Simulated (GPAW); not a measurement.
# Core-hole calculation of the C K edge in rock-salt (TiC)₁₋ₓ(ZrC)ₓ at x = 0.125

Aim: the C K edge in rock-salt (TiC)₁₋ₓ(ZrC)ₓ at x = 0.125, one member of a composition series.

Calculated with GPAW 26.7.0; X-ray absorption from dipole matrix elements to empty bands, plane-wave PAW LDA.

Report form: the programs' logs are mostly left out.

### 1. The structure

The cell holds 16 atoms: 7 Ti, 8 C and 1 Zr. Its edges and angles: a = 6.186 Å, b = 6.186 Å, c = 6.186 Å, α = 60.0°, β = 60.0°, γ = 60.0°. 16-atom rock-salt cell, 1 of 8 Ti sites taken by Zr at random, lattice constants typed for the ends and interpolated (Vegard).

### 2. Relaxation

Bond lengths around the absorber set the edge shape, so the atoms are relaxed before any spectrum.

relax.py reads:

```python
import numpy as np
from ase import Atoms
from ase.parallel import parprint, paropen
from gpaw import GPAW, PW, FermiDirac, Mixer, MixerDif, setup_paths
from ase.optimize import BFGS

atoms = Atoms('TiCTiCTiCTiCZrCTiCTiCTiC',
    cell=[[0, 4.3745, 4.3745],
     [4.3745, 0, 4.3745],
     [4.3745, 4.3745, 0]],
    scaled_positions=[[0.001641, 0.000549, 0.001231],
     [0.748402, 0.251397, 0.250447],
     [0.00093, 0.999269, 0.499018],
     [0.750434, 0.24552, 0.747165],
     [0.000516, 0.497898, 0.998757],
     [0.752918, 0.749382, 0.248296],
     [0.995529, 0.500931, 0.499464],
     [0.748102, 0.749904, 0.748875],
     [0.49912, 0.001846, 0.001609],
     [0.251517, 0.250474, 0.253644],
     [0.503765, 0.999056, 0.499305],
     [0.247543, 0.249906, 0.748972],
     [0.501813, 0.498723, 0.997779],
     [0.249741, 0.752991, 0.25196],
     [0.499085, 0.501453, 0.49704],
     [0.2472, 0.749545, 0.750964]],
    pbc=True)
atoms.calc = GPAW(legacy_gpaw=True, mode=PW(500, force_complex_dtype=True), xc='LDA', setups={},
    kpts={'size': (4, 4, 4), 'gamma': True}, occupations=FermiDirac(0.08),
    charge=0, mixer=Mixer(0.1, 5, 50), maxiter=150,
    convergence={'density': 0.0001, 'eigenstates': 1e-6}, txt='relax.txt')
steps = []
opt = BFGS(atoms, logfile='-')
opt.attach(lambda: steps.append([atoms.get_potential_energy(), float(np.linalg.norm(atoms.get_forces(), axis=1).max())]))
done = opt.run(fmax=0.05, steps=30)
out = dict(done=bool(done), steps=steps, frac=atoms.get_scaled_positions().tolist())
import json
with paropen('out.json', 'w') as f:
    json.dump(out, f)
```

Launch:

```sh
$ OMP_NUM_THREADS=1 mpirun -n 4 gpaw python relax.py
```

It took 2.7 min on 4 MPI ranks of Intel Xeon 6975P-C (Granite Rapids), shared host; peak memory 0.41 GiB; 11 min of CPU time.

In 5 steps the energy fell by 211 meV (energies extrapolated to zero smearing) and the largest force to 0.033 eV/Å. Atom 4 (C; the text counts from 1, the script from 0) is among those that moved most, by 0.07 Å.

### 3. Ground state of the crystal

A plain self-consistent run shows whether there is a gap, which decides the set-up of the core-hole run.

scf.py reads:

```python
import numpy as np
from ase import Atoms
from ase.parallel import parprint, paropen
from gpaw import GPAW, PW, FermiDirac, Mixer, MixerDif, setup_paths
from gpaw.test import gen
setup_paths.insert(0, '.')
gen('C', name='nch1s', xcname='LDA', corehole=(1, 0, 0), write_xml=True)
from gpaw.mpi import world
world.barrier()

atoms = Atoms('TiCTiCTiCTiCZrCTiCTiCTiC',
    cell=[[0, 4.3745, 4.3745],
     [4.3745, 0, 4.3745],
     [4.3745, 4.3745, 0]],
    scaled_positions=[[0.9999952, 0.9997657, 0.9997854],
     [0.7498439, 0.2500088, 0.2495524],
     [0.9999401, 0.999987, 0.4998871],
     [0.7556382, 0.2556816, 0.7436539],
     [0.9996944, 0.5000322, 0.9996461],
     [0.7556793, 0.7442641, 0.2551388],
     [0.9999177, 0.4998008, 0.4995599],
     [0.7552857, 0.744256, 0.7441847],
     [0.4999818, 0.9999509, 0.99971],
     [0.2445429, 0.2554838, 0.2553178],
     [0.4999457, 0.0001074, 0.4996329],
     [0.244254, 0.2553889, 0.7441934],
     [0.4998182, 0.5000254, 0.9996439],
     [0.2441705, 0.7444727, 0.2553583],
     [0.4997161, 0.4998842, 0.4995215],
     [0.2498372, 0.7497523, 0.7497626]],
    pbc=True)
atoms.calc = calc = GPAW(legacy_gpaw=True, mode=PW(500, force_complex_dtype=True), xc='LDA', setups={3: 'nch1s'},
    kpts={'size': (4, 4, 4), 'gamma': True}, occupations=FermiDirac(0.05),
    charge=0, mixer=Mixer(0.1, 5, 50), maxiter=150,
    convergence={'density': 0.0001, 'eigenstates': 1e-6}, txt='scf.txt')
energy = atoms.get_potential_energy() + calc.get_reference_energy()
ef = calc.get_fermi_level()
out = dict(energy=energy, fermi=ef, forces=atoms.get_forces().tolist())
parprint(f'all-electron energy {energy:.4f} eV, Fermi level {ef:.4f} eV')
ev = np.array([[calc.get_eigenvalues(k, s) for k in range(len(calc.get_ibz_k_points()))] for s in range(calc.get_number_of_spins())])
out['homo'], out['lumo'], out['counts'] = ev[ev < ef].max(), ev[ev > ef].min(), sorted(set((ev < ef).sum((0, 2)).tolist()))
out['filled'] = (ev[:, 0] < ef).sum(1).tolist()
import json
with paropen('out.json', 'w') as f:
    json.dump(out, f)
```

Launch:

```sh
$ OMP_NUM_THREADS=1 mpirun -n 4 gpaw python scf.py
```

Wall time 65 s (4 MPI ranks); peak memory 0.4 GiB; 4.3 min of CPU time.

The mesh shows no gap, so the system is treated as a metal and the core electron is put at the Fermi level (neutral cell).

### 4. Cell without a hole, the energy reference

The photon energy needs a difference of total energies, so the cell and mesh of the coming hole run are first run without a hole.

Changes to scf.py since step 3:

```diff
@@ -32,3 +32,3 @@
 atoms.calc = calc = GPAW(legacy_gpaw=True, mode=PW(500, force_complex_dtype=True), xc='LDA', setups={3: 'nch1s'},
-    kpts={'size': (4, 4, 4), 'gamma': True}, occupations=FermiDirac(0.05),
+    kpts={'size': (4, 4, 4), 'gamma': True}, occupations=FermiDirac(0.1),
     charge=0, mixer=Mixer(0.1, 5, 50), maxiter=150,
```

The job ended after 75 s (4 MPI ranks; peak memory 0.4 GiB).

Reference energy: -268310.008 eV with the cores included.

### 5. Spectrum with XCH, C atom 4

The holes are 6.2 Å apart. In GPAW the data set carries the hole's charge, so charge=0 means a charged cell and charge=-1 a neutral one. The excited electron is kept in the cell, where it fills the lowest empty states and screens the hole. After the field has converged, empty bands are computed with the density fixed and the dipole matrix elements are summed.

The absorber has 1 Ti at 2.14 Å, 4 Ti at 2.19 Å and 1 Zr at 2.24 Å (distorted octahedral).

xas.py reads:

```python
import numpy as np
from ase import Atoms
from ase.parallel import parprint, paropen
from gpaw import GPAW, PW, FermiDirac, Mixer, MixerDif, setup_paths
from gpaw.test import gen
setup_paths.insert(0, '.')
gen('C', name='fch1s', xcname='LDA', corehole=(1, 0, 1), write_xml=True)
from gpaw.mpi import world
world.barrier()

atoms = Atoms('TiCTiCTiCTiCZrCTiCTiCTiC',
    cell=[[0, 4.3745, 4.3745],
     [4.3745, 0, 4.3745],
     [4.3745, 4.3745, 0]],
    scaled_positions=[[0.9999952, 0.9997657, 0.9997854],
     [0.7498439, 0.2500088, 0.2495524],
     [0.9999401, 0.999987, 0.4998871],
     [0.7556382, 0.2556816, 0.7436539],
     [0.9996944, 0.5000322, 0.9996461],
     [0.7556793, 0.7442641, 0.2551388],
     [0.9999177, 0.4998008, 0.4995599],
     [0.7552857, 0.744256, 0.7441847],
     [0.4999818, 0.9999509, 0.99971],
     [0.2445429, 0.2554838, 0.2553178],
     [0.4999457, 0.0001074, 0.4996329],
     [0.244254, 0.2553889, 0.7441934],
     [0.4998182, 0.5000254, 0.9996439],
     [0.2441705, 0.7444727, 0.2553583],
     [0.4997161, 0.4998842, 0.4995215],
     [0.2498372, 0.7497523, 0.7497626]],
    pbc=True)
atoms.calc = calc = GPAW(legacy_gpaw=True, mode=PW(500, force_complex_dtype=True), xc='LDA', setups={3: 'fch1s'},
    kpts={'size': (4, 4, 4), 'gamma': True}, occupations=FermiDirac(0.1),
    charge=-1, mixer=Mixer(0.1, 5, 50), maxiter=150,
    convergence={'density': 0.0001, 'eigenstates': 1e-6}, txt='scf.txt')
energy = atoms.get_potential_energy() + calc.get_reference_energy()
ef = calc.get_fermi_level()
out = dict(energy=energy, fermi=ef, forces=atoms.get_forces().tolist())
parprint(f'all-electron energy {energy:.4f} eV, Fermi level {ef:.4f} eV')
ev = np.array([[calc.get_eigenvalues(k, s) for k in range(len(calc.get_ibz_k_points()))] for s in range(calc.get_number_of_spins())])
out['homo'], out['lumo'], out['counts'] = ev[ev < ef].max(), ev[ev > ef].min(), sorted(set((ev < ef).sum((0, 2)).tolist()))
out['filled'] = (ev[:, 0] < ef).sum(1).tolist()

from ase.units import Ha
from gpaw.xas import dipole_matrix_elements
nb = int(calc.get_number_of_electrons() / 2) + 128
top, nb = nb, nb + 8 + nb // 12
nscf = calc.fixed_density(kpts={'size': (6, 6, 6), 'gamma': True}, nbands=nb,
    convergence={'bands': top, 'eigenstates': 5e-3}, maxiter=60, txt='nscf.txt')
cell = atoms.cell.array
ops = [cell.T @ U.T @ np.linalg.inv(cell.T) for U in nscf.wfs.kd.symmetry.op_scc]
E = np.arange(-6, 30, 0.1)
fwhm = np.interp(E, [4, 25], [0.9, 3.5])
Y, X, zero, highest = 0, 0, 1e9, 1e9
for spin in range(nscf.get_number_of_spins()):
    wfs = nscf.wfs
    mine = wfs.bd.get_slice()  # this rank's bands
    A = dipole_matrix_elements(wfs.setups[3])
    eps = np.zeros((wfs.kd.nibzkpts, nb))
    d = np.zeros((3, A.shape[1], wfs.kd.nibzkpts, nb), complex)
    for kpt in wfs.kpt_u:
        if kpt.s == spin and 3 in kpt.P_ani:
            eps[kpt.k, mine] = kpt.eps_n * Ha
            d[:, :, kpt.k, mine] = (kpt.weight * wfs.nspins / 2) ** 0.5 * np.inner(A, kpt.P_ani[3])
    world.sum(eps)
    world.sum(d)
    T = np.einsum('amkn,bmkn->abkn', d, d.conj()).real
    T = sum(np.einsum('ai,ijkn,bj->abkn', R, T, R) for R in ops) / len(ops)
    empty = eps > ef
    zero, highest = min(zero, eps[empty].min()), min(highest, eps[:, top - 1].min())
    lines = [(eps, T, empty)] if spin == 0 else lines + [(eps, T, empty)]
for eps, T, empty in lines:
    f = np.einsum('aakn->akn', T).reshape(3, -1)
    x = eps.ravel() - zero
    w = np.interp(x, E, fwhm) / 2.35482
    g = np.exp(-0.5 * ((E[:, None] - x) / w) ** 2) / (w * (2 * np.pi) ** 0.5)
    Y = Y + (f * empty.ravel()) @ g.T
    X = X + (f * ~empty.ravel()) @ g.T
out.update(E=E.round(2).tolist(), xas=Y.tolist(), xes=X.tolist(), zero=zero, valid=highest - zero, nk=len(eps), nb=nb)
for i in range(0, len(E), 10):
    parprint(f'{E[i]:7.2f}', *(f'{v:10.3e}' for v in Y[:, i]))
import json
with paropen('out.json', 'w') as f:
    json.dump(out, f)
```

Launch:

```sh
$ OMP_NUM_THREADS=1 mpirun -n 4 gpaw python xas.py
```

Wall time 5.2 min (4 MPI ranks); peak memory 1.1 GiB.

The C K spectrum, C atom 4, excited-electron core hole (neutral cell) (energy from the lowest empty level; intensity scaled to a mean of 1 over the first 20 eV):

```tsv
E (eV)	isotropic	ε ∥ x	ε ∥ z
-2.0	0.00	0.00	0.00
-1.5	0.00	0.00	0.00
-1.0	0.00	0.00	0.01
-0.5	0.08	0.07	0.11
0.0	0.39	0.35	0.46
0.5	0.70	0.65	0.80
1.0	0.83	0.75	0.98
1.5	1.02	0.85	1.37
2.0	1.35	1.10	1.85
2.5	1.73	1.63	1.91
3.0	2.07	2.30	1.62
3.5	1.72	2.04	1.07
4.0	1.62	1.99	0.88
4.5	1.46	1.85	0.69
5.0	1.05	1.24	0.69
5.5	1.05	1.13	0.91
6.0	1.13	1.33	0.74
6.5	0.95	1.27	0.32
7.0	0.61	0.82	0.18
7.5	0.37	0.33	0.45
8.0	0.41	0.12	0.98
8.5	0.56	0.12	1.44
9.0	0.68	0.22	1.60
9.5	0.76	0.39	1.49
10.0	0.83	0.64	1.20
10.5	0.90	0.88	0.94
11.0	0.98	1.05	0.85
11.5	1.10	1.18	0.93
12.0	1.29	1.37	1.13
12.5	1.55	1.65	1.37
13.0	1.76	1.88	1.52
13.5	1.79	1.93	1.52
14.0	1.62	1.74	1.38
14.5	1.35	1.42	1.22
15.0	1.08	1.08	1.09
15.5	0.86	0.79	1.00
16.0	0.69	0.59	0.89
16.5	0.58	0.49	0.77
17.0	0.52	0.46	0.63
17.5	0.50	0.48	0.53
18.0	0.50	0.51	0.46
18.5	0.50	0.53	0.43
19.0	0.48	0.52	0.40
19.5	0.46	0.49	0.39
20.0	0.43	0.45	0.39
20.5	0.40	0.41	0.39
21.0	0.37	0.37	0.37
21.5	0.34	0.34	0.35
22.0	0.32	0.31	0.32
22.5	0.29	0.29	0.29
23.0	0.28	0.28	0.27
23.5	0.27	0.28	0.25
24.0	0.27	0.28	0.25
24.5	0.28	0.29	0.26
25.0	0.31	0.32	0.30
25.5	0.36	0.37	0.36
26.0	0.44	0.43	0.44
26.5	0.53	0.52	0.55
27.0	0.63	0.61	0.65
27.5	0.72	0.71	0.75
28.0	0.81	0.79	0.83
28.5	0.87	0.87	0.88
29.0	0.92	0.93	0.91
29.5	0.95	0.97	0.93
```

Main maxima below 24 eV (height): 3.0 eV (2.07), 4.1 eV (1.63), 5.9 eV (1.14) and 13.3 eV (1.80). A K edge sees empty p states; the first features are C p mixed into the empty d states of the Ti and Zr neighbours, and the broad ones above probably into the cations' higher empty bands.

The total-energy difference is 284.85 eV. One term is added: -6.67 eV, since the hole is spin-paired here and a spin-polarised one costs that much less in the free atom (computed apart). The photon energy is then 278.18 eV. The functional leaves an error in such absolute values: in the free atom LDA prices this hole 2.9 eV below PBE (computed apart), and PBE is itself good to a few eV.

### 6. Cell without a hole, the energy reference

The absorbing element, whose data set is made anew, changes for the next run, so it gets a reference energy of its own.

Changes to scf.py since step 4:

```diff
@@ -6,3 +6,3 @@
 setup_paths.insert(0, '.')
-gen('C', name='nch1s', xcname='LDA', corehole=(1, 0, 0), write_xml=True)
+gen('Ti', name='nch1s', xcname='LDA', corehole=(1, 0, 0), write_xml=True)
 from gpaw.mpi import world
@@ -31,3 +31,3 @@
     pbc=True)
-atoms.calc = calc = GPAW(legacy_gpaw=True, mode=PW(500, force_complex_dtype=True), xc='LDA', setups={3: 'nch1s'},
+atoms.calc = calc = GPAW(legacy_gpaw=True, mode=PW(500, force_complex_dtype=True), xc='LDA', setups={0: 'nch1s'},
     kpts={'size': (4, 4, 4), 'gamma': True}, occupations=FermiDirac(0.1),
```

Launch:

```sh
$ OMP_NUM_THREADS=1 mpirun -n 4 gpaw python scf.py
```

It took 73 s on 4 MPI ranks; peak memory 0.4 GiB.

Reference energy: -268310.008 eV with the cores included.

### 7. Spectrum with XCH, Ti atom 1

The holes are 6.2 Å apart. The excited electron is kept in the cell, where it fills the lowest empty states and screens the hole. After the field has converged, empty bands are computed with the density fixed and the dipole matrix elements are summed.

The absorber has 6 C at 2.19 Å (octahedral).

Changes to xas.py since step 5:

```diff
@@ -6,3 +6,3 @@
 setup_paths.insert(0, '.')
-gen('C', name='fch1s', xcname='LDA', corehole=(1, 0, 1), write_xml=True)
+gen('Ti', name='fch1s', xcname='LDA', corehole=(1, 0, 1), write_xml=True)
 from gpaw.mpi import world
@@ -31,3 +31,3 @@
     pbc=True)
-atoms.calc = calc = GPAW(legacy_gpaw=True, mode=PW(500, force_complex_dtype=True), xc='LDA', setups={3: 'fch1s'},
+atoms.calc = calc = GPAW(legacy_gpaw=True, mode=PW(500, force_complex_dtype=True), xc='LDA', setups={0: 'fch1s'},
     kpts={'size': (4, 4, 4), 'gamma': True}, occupations=FermiDirac(0.1),
@@ -52,3 +52,3 @@
 E = np.arange(-6, 30, 0.1)
-fwhm = np.interp(E, [4, 25], [0.9, 3.5])
+fwhm = np.interp(E, [4, 25], [0.94, 3.5])
 Y, X, zero, highest = 0, 0, 1e9, 1e9
@@ -57,3 +57,3 @@
     mine = wfs.bd.get_slice()  # this rank's bands
-    A = dipole_matrix_elements(wfs.setups[3])
+    A = dipole_matrix_elements(wfs.setups[0])
     eps = np.zeros((wfs.kd.nibzkpts, nb))
@@ -61,5 +61,5 @@
     for kpt in wfs.kpt_u:
-        if kpt.s == spin and 3 in kpt.P_ani:
+        if kpt.s == spin and 0 in kpt.P_ani:
             eps[kpt.k, mine] = kpt.eps_n * Ha
-            d[:, :, kpt.k, mine] = (kpt.weight * wfs.nspins / 2) ** 0.5 * np.inner(A, kpt.P_ani[3])
+            d[:, :, kpt.k, mine] = (kpt.weight * wfs.nspins / 2) ** 0.5 * np.inner(A, kpt.P_ani[0])
     world.sum(eps)
```

Launch:

```sh
$ OMP_NUM_THREADS=1 mpirun -n 4 gpaw python xas.py
```

Wall time 5.3 min (4 MPI ranks); peak memory 1.1 GiB; 21 min of CPU time.

The Ti K spectrum, Ti atom 1, excited-electron core hole (neutral cell) (energy from the lowest empty level; intensity scaled to a mean of 1 over the first 20 eV):

```tsv
E (eV)	isotropic	ε ∥ x	ε ∥ y
-2.0	0.00	0.00	0.00
-1.0	0.00	0.00	0.00
0.0	0.13	0.13	0.12
1.0	0.12	0.13	0.11
2.0	0.15	0.15	0.15
3.0	0.30	0.39	0.25
4.0	0.28	0.31	0.27
5.0	0.42	0.39	0.44
6.0	0.51	0.50	0.52
7.0	0.18	0.20	0.18
8.0	0.13	0.13	0.13
9.0	0.36	0.36	0.36
10.0	0.79	0.72	0.83
11.0	1.13	1.02	1.18
12.0	1.15	1.15	1.15
13.0	1.57	1.65	1.54
14.0	2.02	2.09	1.99
15.0	1.92	2.08	1.84
16.0	1.94	2.07	1.88
17.0	2.19	2.14	2.21
18.0	2.16	1.99	2.24
19.0	1.80	1.63	1.89
20.0	1.44	1.38	1.47
21.0	1.20	1.24	1.19
22.0	1.04	1.11	1.00
23.0	0.93	0.99	0.89
24.0	0.88	0.92	0.86
25.0	0.93	0.93	0.92
26.0	1.08	1.06	1.09
27.0	1.28	1.26	1.29
28.0	1.40	1.39	1.41
29.0	1.40	1.42	1.40
```

Main maxima below 29 eV (height): 0.4 eV (0.18), 3.4 eV (0.35), 5.7 eV (0.55), 14.2 eV (2.04), 17.4 eV (2.23) and 28.5 eV (1.42). A K edge sees empty p states. The first eV above the zero hold little dipole weight, as the lowest empty bands are of d character; the main edge, of 4p character, rises through 0.6 near 10 eV above the zero.

The total-energy difference is 4969.94 eV. One term is added: -22.68 eV, since the hole is spin-paired here and a spin-polarised one costs that much less in the free atom (computed apart). The photon energy is then 4947.26 eV. The tabulated edge of the element is 4966 eV. The functional leaves an error in such absolute values: in the free atom LDA prices this hole 13.2 eV below PBE (computed apart), and PBE is itself good to a few eV.

### 8. Summary of results

```json
{"absorber and edge": "C K, atom 4 of the ground-state input (counted from 1)", "surroundings": "1 Ti at 2.14 Å, 4 Ti at 2.19 Å and 1 Zr at 2.24 Å (distorted octahedral)", "highest intensity below 16 eV": "3.0 eV above the zero, height 2.07", "photon energy of the zero, with the added terms": "278.2 eV (raw 284.9 eV; LDA puts this hole about 3 eV below PBE, itself good to a few eV)"}
```

What this shows: The C K edge of atom 4, with 1 Ti at 2.14 Å, 4 Ti at 2.19 Å and 1 Zr at 2.24 Å (distorted octahedral), has its highest intensity of the first 16 eV at 3.0 eV above the zero, near 281 eV in photon energy (LDA puts this hole about 3 eV below PBE, itself good to a few eV), 2.1 times the mean level of the first 20 eV (Gaussian full width 0.9 eV up to 4 eV, rising linearly to 3.5 eV at 25 eV). At the C K edge of atom 4 polarisation matters most near 8.8 eV, where the curves differ by 1.4 on this scale. The holes are only 6.2 Å apart, so the shape is probably not converged with cell size; no larger cell was run here. Lifetime broadening is put in by hand, and intensities beyond about 20 eV depend on it and on the partial waves; weight that the partial waves miss at high energy is lost.

[Logs are printed without paths, hosts, clocks, repeated set-up lines and the standing remarks that a program may print on its own settings, such as how far it seeks lower states.]

[Hosts, paths, dates, database ids (printed as entryN), source tags and the programs' standing remarks are cut or masked in the printed files.]

[Lists of maxima count a maximum above −3 eV only where it reaches 4 % of the highest in the window and stands out from its surroundings by 2 % of it (1.5 % where it reaches 55 %); shoulders and weaker maxima are passed over, and of the rest the first, up to two pre-edge ones and the few strongest are named.]
